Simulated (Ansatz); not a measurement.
# LiCo2S2, from a guessed structure to a relaxed one

This structure for LiCo2S2 is made up. Its elements were placed in a known structure type with a cell scaled to their sizes. What cell does the guess relax to, and how far off was it?

Calculated with Ansatz 0.2.0; DFT, PBE, plane-wave PAW, files of the set soft_1, scalar-relativistic, ferromagnetic start, cell and ions relaxed at zero pressure; PAW set soft_1.

### Step 1. Set-up

Symmetry: I4/mmm, No. 139, tetragonal system. The conventional cell has a = 3.359 Å, b = 3.359 Å, c = 12.530 Å, α = 90.00°, β = 90.00°, γ = 90.00°. Co has 4 S at 2.12 Å and 4 Co at 2.38 Å nearest. Nearest to S lie 4 Co at 2.12 Å and 4 Li at 3.00 Å. Nearest to Li lie 8 S at 3.00 Å and 4 Li at 3.36 Å. Farther neighbours and most contacts between anions are not listed.

### Step 2. Relaxing cell and atoms

The guess takes its coordinates from another compound and its volume from a rule, so the cell and any free coordinates are relaxed together.

input.yaml

```yaml
crystal:
  lattice:
    - [-1.6795, 1.6795, 6.265]
    - [1.6795, -1.6795, 6.265]
    - [1.6795, 1.6795, -6.265]
  atoms:
    - { symbol: Co, position: [0.75, 0.25, 0.5], spin: 2.0 }
    - { symbol: Co, position: [0.25, 0.75, 0.5], spin: 2.0 }
    - { symbol: S, position: [0.3537, 0.3537, 0.0] }
    - { symbol: S, position: [0.6463, 0.6463, 0.0] }
    - { symbol: Li, position: [0.0, 0.0, 0.0] }
magnetization:
  spin_polarized: true
kpoints:
  mp_grid: { grid: [11, 11, 11] }
scf:
  occupations: { method: fermi_dirac, width: 0.05 }
hamiltonian:
  xc: pbe
  pseudopotentials: { kind: paw, azcp: { folder: soft_1 } }
relax:
  f_tol: 0.015
  max_steps: 70
  cell: {}
output:
  forces: true
  stress: true
```

Run with:

```console
> ansatz run input.yaml --threads 4 --pin off --max-ram 8192MiB --backend cpu --events-out ev --progress --plain --runs-dir out
```

Numbers of over 12 decimals in the logs are rounded to 6 here.

The log of the run:

```text
basis.fft_grid_basis auto: the FFT boxes are laid along the combinations [[1, 0, 1], [0, 1, 1], [0, 0, 1]] of the cell's own vectors, 3.359, 3.359 and 6.700 Å long. The dense box has 24×24×45 points. Along the cell's own vectors, as sized, it would have 45×45×45, 3.52 times as many. Of the 16 symmetry operations that the crystal satisfies within crystal.symmetry.tolerance (time reversal apart; of a slab, those that k [...]
Engine: ansatz 0.2.0, aarch64-unknown-linux-gnu
Pseudopotentials: kind: paw
Pseudopotential: Co, paw, valence charge 17, recommended cutoff 420 eV (normal), soft_1/Co.paw.azcp
Pseudopotential: S, paw, valence charge 6, recommended cutoff 420 eV (normal), soft_1/S.paw.azcp
Pseudopotential: Li, paw, valence charge 3, recommended cutoff 420 eV (normal), soft_1/Li.paw.azcp
Functional definition: PBE
  parameter kappa = 0.804
  parameter beta = 0.066725
  exchange = pbe_x(kappa = kappa, mu = beta*pi^2/3)
  correlation = pbe_c(beta = beta)
Crystal: 5 atoms, lattice volume = 70.687 Å³
Basis set: ecut = 420 eV, 1401 PW (Γ), FFT grids on a1+a3, a2+a3, a3, exchange–correlation on 48×48×90 points (8 copies of the dense FFT grid, shifted against one another)
Bands: 32, of which v1, the nominal top of the filled ones, is band 25 counted from 1 (24 counted from 0)
Symmetry: 16 space group operations
Space group: I4/mmm (ITA 139), of the structure as read, at distance tolerance 4.1e-5 Å
Magnetic group: BNS 139.531 (UNI 1191), of the structure as read, at distance tolerance 4.1e-5 Å
k-points: 126 of 1331
Non-local potential: Co, projectors of the file, l = 0: 3, l = 1: 2, l = 2: 3, l = 3: 1
Non-local potential: S, projectors of the file, l = 0: 2, l = 1: 2, l = 2: 1
Non-local potential: Li, projectors of the file, l = 0: 3, l = 1: 2, l = 2: 1
PAW form: soft (Blöchl's): semilocal exchange-correlation on the pseudo side does not see the compensation charge
PAW one-centre angular grid: Co, 590 points (default); XC on 64 Gauss nodes
PAW one-centre angular grid: S, 110 points (default); XC on 64 Gauss nodes
PAW one-centre angular grid: Li, 110 points (default); XC on 96 Gauss nodes
Initial density: superposition of atomic densities (chi_scale 0.1, normalization cell, long waves kept (reshape's long-wave potential 0.03 eV rms))
Starting moments: Σ|m| = 4 μB on 2 of 5 sites
Initial wavefunctions: pseudopotential atomic-orbital guess
Functional: x = pbe(κ = 0.804, μ = 0.219515), c = pbe(β = 0.066725)
SCF iter   1: F=—  HF=-12256.290685 eV  |F-HF|=—  |Δ(HF+E_count)|=         —  Δρ=5.70e-2 (↑3.66e-2 ↓5.70e-2)  dr2=7.56e0  dr2_m=1.06e-1  M=3.531 μB ∫|m|=3.569 μB  β_m=0.30  ethr=3.10e-3  ⟨swp⟩=6.7  Hψ=37251  notcnv=0
Mixer restart at iter 1: flushing history
preconditioner: auto → Kerker (q_TF=auto, 2.567 Å⁻¹)  [metal: Δε(μ)=0.001 eV  Ē_g=9.076 eV  σ=0.050 eV  W_gap=0.01  n_scr=20 (ndim 8)  ℏωp=24.6 eV  f_vac=0.000  D(μ)=3.24/eV (n_scr^D=32)]
spin=Collinear: Kerker preconditioning applied to the charge; magnetization (m = ρ↑ − ρ↓) channel mixes plain (no charge-response kernel on spin).
SCF iter   2: F=—  HF=-12259.518950 eV  |F-HF|=—  |Δ(HF+E_count)|=    3.23e0  Δρ=4.32e-2 (↑1.31e-2 ↓4.32e-2)  dr2=4.40e0  dr2_m=2.03e-1  M=3.326 μB ∫|m|=3.375 μB  β_m=0.56  ethr=3.10e-3  ⟨swp⟩=3.0  Hψ=15507  notcnv=0  defer=380
SCF iter   3: F=—  HF=-12262.709749 eV  |F-HF|=—  |Δ(HF+E_count)|=    3.19e0  Δρ=5.18e-2 (↑8.03e-3 ↓5.18e-2)  dr2=3.88e0  dr2_m=4.76e-1  M=2.616 μB ∫|m|=2.706 μB  β_m=0.37  ethr=3.10e-3  ⟨swp⟩=3.0  Hψ=13216  notcnv=0  defer=380
SCF iter   4: F=—  HF=-12262.788727 eV  |F-HF|=—  |Δ(HF+E_count)|=   7.90e-2  Δρ=4.04e-2 (↑4.04e-2 ↓1.17e-2)  dr2=8.20e-1  dr2_m=3.28e-1  M=2.099 μB ∫|m|=2.204 μB  β_m=0.79  ethr=3.10e-3  ⟨swp⟩=3.9  Hψ=18295  notcnv=0  defer=360
SCF iter   5: F=—  HF=-12262.859798 eV  |F-HF|=—  |Δ(HF+E_count)|=   7.11e-2  Δρ=2.00e-2 (↑1.59e-2 ↓2.00e-2)  dr2=3.99e-1  dr2_m=1.95e-1  M=1.850 μB ∫|m|=1.941 μB  β_m=0.78  ethr=1.67e-3  ⟨swp⟩=2.7  Hψ=14173  notcnv=0  defer=342
SCF iter   6: F=—  HF=-12262.879571 eV  |F-HF|=—  |Δ(HF+E_count)|=   1.98e-2  Δρ=1.46e-2 (↑7.66e-3 ↓1.46e-2)  dr2=3.44e-2  dr2_m=7.78e-2  M=1.177 μB ∫|m|=1.246 μB  β_m=0.89  ethr=8.15e-4  ⟨swp⟩=3.1  Hψ=13139  notcnv=0  defer=342
SCF iter   7: F=—  HF=-12262.998570 eV  |F-HF|=—  |Δ(HF+E_count)|=         —  Δρ=2.73e-2 (↑2.32e-2 ↓2.73e-2)  dr2=1.44e-2  dr2_m=4.11e-1  M=0.234 μB ∫|m|=0.305 μB  β_m=0.89  ethr=7.03e-5  ⟨swp⟩=2.4  Hψ=13153  notcnv=0  defer=342
Mixer restart at iter 7: flushing history
SCF iter   8: F=—  HF=-12262.991345 eV  |F-HF|=—  |Δ(HF+E_count)|=   7.23e-3  Δρ=9.47e-3 (↑9.47e-3 ↓8.50e-3)  dr2=9.34e-4  dr2_m=5.20e-2  M=0.089 μB ∫|m|=0.126 μB  β_m=0.95  ethr=2.93e-5  ⟨swp⟩=3.2  Hψ=15198  notcnv=0  defer=273
SCF iter   9: F=—  HF=-12262.995116 eV  |F-HF|=—  |Δ(HF+E_count)|=   3.77e-3  Δρ=4.51e-3 (↑2.45e-3 ↓4.51e-3)  dr2=2.15e-2  dr2_m=7.18e-4  M=0.016 μB ∫|m|=0.023 μB  β_m=0.67  ethr=1.91e-6  ⟨swp⟩=2.8  Hψ=17572  notcnv=0  defer=269
SCF iter  10: F=—  HF=-12262.988671 eV  |F-HF|=—  |Δ(HF+E_count)|=   6.45e-3  Δρ=7.67e-4 (↑7.67e-4 ↓3.32e-4)  dr2=3.96e-4  dr2_m=5.76e-5  M=0.008 μB ∫|m|=0.014 μB  β_m=0.83  ethr=1.91e-6  ⟨swp⟩=3.0  Hψ=17376  notcnv=0  defer=269
SCF iter  11: F=—  HF=-12262.988977 eV  |F-HF|=—  |Δ(HF+E_count)|=   3.06e-4  Δρ=5.66e-4 (↑5.66e-4 ↓3.37e-4)  dr2=4.62e-4  dr2_m=9.38e-6  M=0.002 μB ∫|m|=0.004 μB  β_m=0.86  ethr=8.07e-7  ⟨swp⟩=2.3  Hψ=12026  notcnv=0  defer=269
SCF iter  12: F=—  HF=-12262.988917 eV  |F-HF|=—  |Δ(HF+E_count)|=   6.01e-5  Δρ=4.03e-5 (↑4.03e-5 ↓2.92e-5)  dr2=7.75e-6  dr2_m=2.58e-7  M=0.001 μB ∫|m|=0.001 μB  β_m=0.93  ethr=8.07e-7  ⟨swp⟩=2.0  Hψ=9982  notcnv=0  defer=269
SCF iter  13: F=—  HF=-12262.988899 eV  |F-HF|=—  |Δ(HF+E_count)|=   1.79e-5  Δρ=2.90e-5 (↑1.17e-5 ↓2.90e-5)  dr2=1.80e-6  dr2_m=1.26e-7  M=0.000 μB ∫|m|=0.000 μB  β_m=0.96  ethr=1.58e-8  ⟨swp⟩=2.1  Hψ=11087  notcnv=0  defer=269
SCF iter  14: F=—  HF=-12262.988899 eV  |F-HF|=—  |Δ(HF+E_count)|=   7.38e-8  Δρ=1.90e-5 (↑1.46e-5 ↓1.90e-5)  dr2=8.38e-7  dr2_m=3.49e-9  M=-0.000 μB ∫|m|=0.000 μB  β_m=0.98  ethr=3.67e-9  ⟨swp⟩=2.0  Hψ=11339  notcnv=0  defer=269
SCF iter  15: F=—  HF=-12262.988899 eV  |F-HF|=—  |Δ(HF+E_count)|=   3.73e-8  Δρ=5.09e-6 (↑2.59e-6 ↓5.09e-6)  dr2=2.08e-8  dr2_m=7.78e-9  M=-0.000 μB ∫|m|=0.000 μB  β_m=0.99  ethr=1.71e-9  ⟨swp⟩=2.1  Hψ=9402  notcnv=0  defer=269
SCF iter  16: F=—  HF=-12262.988899 eV  |F-HF|=—  |Δ(HF+E_count)|=   4.49e-9  Δρ=6.89e-7 (↑6.89e-7 ↓5.60e-7)  dr2=1.38e-9  dr2_m=2.90e-11  M=-0.000 μB ∫|m|=0.000 μB  β_m=1.00  ethr=4.25e-11  ⟨swp⟩=2.1  Hψ=11650  notcnv=0  defer=269
[...]
relax step   5: F+E_penalty+E_count = -12263.68933819 eV  Δ(F+E_penalty+E_count) = -2.356e-2 eV  max|allowed force component| = 1.091e-1 eV/Å  Δτ_max = 0.0201 Å  P = -0.412 GPa  Ω = 73.994 Å³  energy of the carried Pulay correction = -2.017e-3 eV  (8 SCF iters, dr2 threshold 5.00e-7 eV, accepted)
[...]
relax step   6: F+E_penalty+E_count = -12263.69024947 eV  Δ(F+E_penalty+E_count) = -9.113e-4 eV  max|allowed force component| = 2.883e-2 eV/Å  Δτ_max = 0.0085 Å  P = +0.121 GPa  Ω = 73.833 Å³  energy of the carried Pulay correction = -1.921e-3 eV  (8 SCF iters, dr2 threshold 5.00e-7 eV, accepted)
[...]
relax step   7: F+E_penalty+E_count = -12263.69028406 eV  Δ(F+E_penalty+E_count) = -3.459e-5 eV  max|allowed force component| = 1.800e-4 eV/Å  Δτ_max = 0.0017 Å  P = -0.001 GPa  Ω = 73.872 Å³  energy of the carried Pulay correction = -1.944e-3 eV  (8 SCF iters, dr2 threshold 5.20e-8 eV, accepted)
[...]
relax step   8: F+E_penalty+E_count = -12263.69750580 eV  Δ(F+E_penalty+E_count) = -7.222e-3 eV  max|allowed force component| = 3.244e-3 eV/Å  Δτ_max = 0.0000 Å  P = +0.124 GPa  Ω = 73.872 Å³  stress off target by 2.12e-1 GPa  SCF on the basis re-selected at this cell (its energy is not comparable with the rows above)  (12 SCF iters)
[...]
relax step   9: F+E_penalty+E_count = -12263.69762593 eV  Δ(F+E_penalty+E_count) = -1.201e-4 eV  max|allowed force component| = 9.060e-5 eV/Å  Δτ_max = 0.0015 Å  P = +0.006 GPa  Ω = 73.973 Å³  energy of the carried Pulay correction = -5.269e-5 eV  (6 SCF iters, dr2 threshold 1.13e-7 eV, accepted)
iter 1 solved again at ethr=1.41e-6 eV; its pass at ethr=3.10e-3 eV (dr2=6.89e-4 eV) is discarded
SCF iter   1: F=—  HF=-12263.697659 eV  |F-HF|=—  |Δ(HF+E_count)|=         —  Δρ=1.95e-5 (↑1.86e-5 ↓1.95e-5)  dr2=5.15e-8  dr2_m=4.58e-10  M=-1.665 μB ∫|m|=1.735 μB  β_m=0.65  ethr=1.41e-6  ⟨swp⟩=3.2  Hψ=57746  notcnv=0
eigensolver tolerance schedule: the retry pair's looser diagonalisation over-reported the residual by 13369.75 of it (diagonalisation noise at an unbounded share of the residual, at the tolerance the schedule requests for it); recorded, not acted on — ethr = c·dr2/N_el stays at c = 1.0e-1
preconditioner: auto → Kerker (q_TF=auto, 2.100 Å⁻¹)  [metal: Δε(μ)=0.008 eV  Ē_g=8.228 eV  σ=0.050 eV  W_gap=0.04  n_scr=10 (ndim 8)  ℏωp=24.0 eV  f_vac=0.037  D(μ)=3.56/eV (n_scr^D=32)]
spin=Collinear: Kerker preconditioning applied to the charge; magnetization (m = ρ↑ − ρ↓) channel mixes plain (no charge-response kernel on spin).
SCF iter   2: F=—  HF=-12263.697671 eV  |F-HF|=—  |Δ(HF+E_count)|=   1.15e-5  Δρ=7.03e-6 (↑6.84e-6 ↓7.03e-6)  dr2=1.19e-8  dr2_m=4.71e-11  M=-1.665 μB ∫|m|=1.735 μB  β_m=0.53  ethr=1.05e-10  ⟨swp⟩=3.8  Hψ=19606  notcnv=0
SCF iter   3: F=—  HF=-12263.697672 eV  |F-HF|=—  |Δ(HF+E_count)|=   1.33e-6  Δρ=4.05e-6 (↑3.58e-6 ↓4.05e-6)  dr2=6.37e-9  dr2_m=1.94e-10  M=-1.665 μB ∫|m|=1.735 μB  β_m=0.54  ethr=2.43e-11  ⟨swp⟩=2.0  Hψ=13760  notcnv=0
SCF iter   4: F=—  HF=-12263.697673 eV  |F-HF|=—  |Δ(HF+E_count)|=   4.78e-7  Δρ=6.24e-7 (↑6.24e-7 ↓4.73e-7)  dr2=1.56e-9  dr2_m=3.11e-11  M=-1.665 μB ∫|m|=1.735 μB  β_m=0.62  ethr=1.30e-11  ⟨swp⟩=2.0  Hψ=10472  notcnv=0
SCF iter   5: F=—  HF=-12263.697673 eV  |F-HF|=—  |Δ(HF+E_count)|=   6.02e-8  Δρ=4.96e-7 (↑4.96e-7 ↓3.52e-7)  dr2=1.24e-9  dr2_m=8.56e-12  M=-1.665 μB ∫|m|=1.735 μB  β_m=0.81  ethr=3.17e-12  ⟨swp⟩=2.0  Hψ=11047  notcnv=0
SCF iter   6: F=—  HF=-12263.697673 eV  |F-HF|=—  |Δ(HF+E_count)|=  6.66e-10  Δρ=2.88e-7 (↑2.16e-7 ↓2.88e-7)  dr2=1.02e-10  dr2_m=1.77e-12  M=-1.665 μB ∫|m|=1.735 μB  β_m=0.78  ethr=2.53e-12  ⟨swp⟩=2.2  Hψ=12170  notcnv=0
SCF iter   7: F=—  HF=-12263.697673 eV  |F-HF|=—  |Δ(HF+E_count)|=  1.58e-10  Δρ=2.17e-7 (↑1.85e-7 ↓2.17e-7)  dr2=7.53e-11  dr2_m=3.40e-13  M=-1.665 μB ∫|m|=1.735 μB  β_m=0.89  ethr=1.00e-12  ⟨swp⟩=1.0  Hψ=8064  notcnv=0
SCF iter   8: F=—  HF=-12263.697673 eV  |F-HF|=—  |Δ(HF+E_count)|=  1.11e-10  Δρ=1.01e-7 (↑1.01e-7 ↓9.88e-8)  dr2=2.29e-11  dr2_m=1.85e-14  M=-1.665 μB ∫|m|=1.735 μB  β_m=0.95  ethr=1.00e-12  ⟨swp⟩=1.0  Hψ=8064  notcnv=0
SCF iter   9: F=-12263.697673 eV  HF=-12263.697673 eV  |F-HF|=1.46e-11  |Δ(HF+E_count)|=  2.18e-11  Δρ=6.66e-8 (↑6.66e-8 ↓5.22e-8)  dr2=1.20e-11  dr2_m=3.82e-14  M=-1.665 μB ∫|m|=1.735 μB  ethr=1.00e-12  ⟨swp⟩=3.3  Hψ=26738  notcnv=0
SCF 10 converged in 9 iterations: F = -12263.697673 eV  dr2 = 1.20e-11
relax step  10: F+E_penalty+E_count = -12263.69767291 eV  Δ(F+E_penalty+E_count) = -4.698e-5 eV  max|allowed force component| = 7.858e-5 eV/Å  Δτ_max = 0.0000 Å  P = +0.005 GPa  Ω = 73.973 Å³  stress off target by 2.40e-2 GPa  SCF on the basis re-selected at this cell (its energy is not comparable with the rows above)  (9 SCF iters)
basis re-selected at this cell: Δ(F+E_penalty+E_count) = -4.698e-5 eV, ΔP = -0.001 GPa vs the last step (what re-selecting the basis moved, of the pressure what is left beyond the Pulay correction that the steps carried, after the strain that the cell walked since its last selection, with what the two solves' SCF thresholds leave and, on support functions, any second-order correction that the steps lacked; it is no m [...]
SCF converged after 9 iterations
Magnetization: -1.6648 μB (23.6676 up, 25.3324 down)
Absolute magnetization: 1.7346 μB (∫|ρ↑−ρ↓|, with the PAW one-centre terms)
Spin contamination: 0.0172 ħ² per cell (⟨S²⟩ above its minimum at these occupations)
Per-site moments (μB) at R_I (Å): [(-0.744991, 0.908460), (-0.744991, 0.908460), (-0.040885, 0.908460), (-0.040885, 0.908460), (-0.010583, 1.242219)]
Free energy (F): -12263.697673 eV
Harris-Foulkes:  -12263.697673 eV  (|F-HF|=1.46e-11)
Internal energy: -12263.668571 eV  (E = F + TS)
E sigma→0 (E₀):  -12263.683122 eV
Entropy (-TS):   -0.029101 eV (-5.820 meV/atom)
Fermi energy:    10.282161 eV
--- Per-component energies (eV) ---
  E_band       = -821.376222
  E_kinetic    = 820.221817
  E_local      = -9806.268401  (includes V_loc(G=0)·N_el)
  E_nonlocal   = 929.686108
  E_hartree    = 4409.336970
  E_xc         = -372.208926
  E_vxc        = -415.936098  (∫ρ·V_xc dr)
  E_paw        = -4396.005730  (= ΣΔE_a)
  E_vpaw       = -1167.753373  (= ΣTr[D̂ρ^β])
  E_aug_tail   = 0.000218  (compensation charges beyond the density's cutoff)
  E_ewald      = -3848.430627
  E_smearing   = -0.029101  (= −TS)
  E_closure    = 0.000000  (closes the sum)
  Σ components = -12263.697673   (vs F -12263.697673, Δ=0.00e0)
--- Forces (eV/Å), atoms counted from 1 ---
  atom   1  Co     0.00000000    -0.00000000     0.00000000
  atom   2  Co     0.00000000    -0.00000000     0.00000000
  atom   3  S      0.00000000     0.00000000     0.00007858
  atom   4  S      0.00000000     0.00000000    -0.00007858
  atom   5  Li    -0.00000000     0.00000000    -0.00000000
  max |Σ_I F_I| component: 9.54e-18 eV/Å
--- Stress (GPa, compression-positive) ---
        0.019220       0.000000      -0.000000
        0.000000       0.019220       0.000000
        0.000000       0.000000      -0.023961
  P = ⅓ Tr σ = 0.0048 GPa (0.048 kbar)
--- Relaxed structure (8 steps of the walk, 8 accepted, 2 SCFs on fresh bases) ---
  F+E_penalty+E_count = -12263.69767291 eV   max|allowed force component| = 7.858e-5 eV/Å   (the final SCF, on the basis selected at the relaxed cell)
  cell:  # Å, volume = 73.9728 Å³
    - [-1.834544, 1.834544, 5.494847]
    - [1.834544, -1.834544, 5.494847]
    - [1.834544, 1.834544, -5.494847]
  atoms:
    - { symbol: Co, position: [0.75, 0.25, 0.5] }
    - { symbol: Co, position: [0.25, 0.75, 0.5] }
    - { symbol: S, position: [0.360875, 0.360875, 0] }
    - { symbol: S, position: [0.639125, 0.639125, 0] }
    - { symbol: Li, position: [4.395648073604437e-19, 4.395648073604432e-19, 0] }
```

Run time: 1.7 min. Hardware: 4 threads of Arm Neoverse V1, shared host; peak memory 0.7 GiB; 6.7 min of CPU time.

Relaxation path:

```csv
step,energy less that of the first step (eV),largest force component (eV/Å),pressure (GPa),volume (Å³)
1,0.0000,2.1497,15.40,70.69
2,-0.4299,0.9268,7.72,70.74
3,-0.6384,0.1193,1.99,72.34
4,-0.6769,0.1373,-2.58,75.91
5,-0.7004,0.1091,-0.41,73.99
6,-0.7013,0.0288,0.12,73.83
7,-0.7014,0.0002,0.00,73.87
8*,-0.7086,0.0032,0.12,73.87
9,-0.7087,0.0001,0.01,73.97
10*,-0.7088,0.0001,0.00,73.97
```

Relaxation steps marked * repeat the geometry before them on a plane-wave basis chosen anew for their cell, so energy and pressure can jump there.

The run keeps the 16 symmetry operations that it works with, so distortions that break them were not tested.

```csv
cell as run,before,after,change
a (Å),6.700,6.077,-9.3 %
b (Å),6.700,6.077,-9.3 %
c (Å),6.700,6.077,-9.3 %
α (°),150.97,144.86,-4.0 %
β (°),150.97,144.86,-4.0 %
γ (°),41.53,50.55,+21.7 %
volume (Å³/atom),14.14,14.79,+4.6 %
```

The atoms that moved most (Å, as changes of fractional coordinates times the final cell):

```csv
atom,dx,dy,dz,length
S3,0.000,0.000,0.079,0.079
S4,0.000,0.000,-0.079,0.079
```

The relaxed structure:

```xyz
5
Lattice="-1.8345 1.8345 5.4948 1.8345 -1.8345 5.4948 1.8345 1.8345 -5.4948" Properties=species:S:1:pos:R:3 pbc="T T T"
Co    0.0000    1.8345    2.7474
Co    1.8345    0.0000    2.7474
S     0.0000    0.0000    3.9659
S     0.0000    0.0000    7.0238
Li    0.0000    0.0000    0.0000
```

This step gave:

| Item | Value |
| --- | --- |
| free energy | -12263.6977 eV |
| energy at zero smearing | -12263.6831 eV |
| smearing term TS | 0.02910 eV |
| Fermi energy | 10.28 eV |
| magnetization | -1.665 μB |
| absolute magnetization | 1.735 μB |
| site moments | -0.7450, -0.7450, -0.04088, -0.04088, -0.01058 μB |
| electrons | 49 |
| symmetry operations | 16 |
| pressure | 0.004826 GPa |

Site moment by atom:

```csv
atom,site moment (μB)
Co1,-0.745
Co2,-0.745
S3,-0.041
S4,-0.041
Li5,-0.011
```

Shortest distances by pair of elements, guess and relaxed (not always the same contact):

```csv
pair,guess (Å),relaxed (Å)
Co–S,2.123,2.202
Co–Co,2.375,2.594
Li–S,3.000,3.011
S–S,3.359,3.058
Co–Li,3.554,3.304
```

The relaxation ends with a largest force component of 7.9e-5 eV/Å and a pressure of 0.00 GPa.

### Step 3. Results

```yaml
space_group_relaxed: I4/mmm
conventional_cell: a = 3.669, b = 3.669, c = 10.990 Å; α = 90.0°, β = 90.0°, γ = 90.0°
volume_per_atom: 14.79 Å³ (guess 14.14)
total_moment: 1.66 μB in the cell of 5 atoms
```

LiCo2S2 relaxes to I4/mmm with a = 3.669, b = 3.669 and c = 10.990 Å. The guessed volume was 4 % too small. The space group I4/mmm was held in the relaxation, so the end point is a stationary structure within it and may be a saddle against distortions or other arrangements. The input starts from parallel moments, and no other start was typed. Mesh and cutoff weren't tested. A vector of the cell changed its length by 9 %, more than the volume shows. No dispersion term is used, so weakly bound directions may come out too long. Nothing here tests whether the compound is stable against decomposition.

[Logs are printed without paths, hosts, clocks, repeated set-up lines and the standing remarks that a program may print on its own settings, such as how far it seeks lower states.]

[Hosts, paths, dates, database ids (printed as entryN), source tags and the programs' standing remarks are cut or masked in the printed files.]
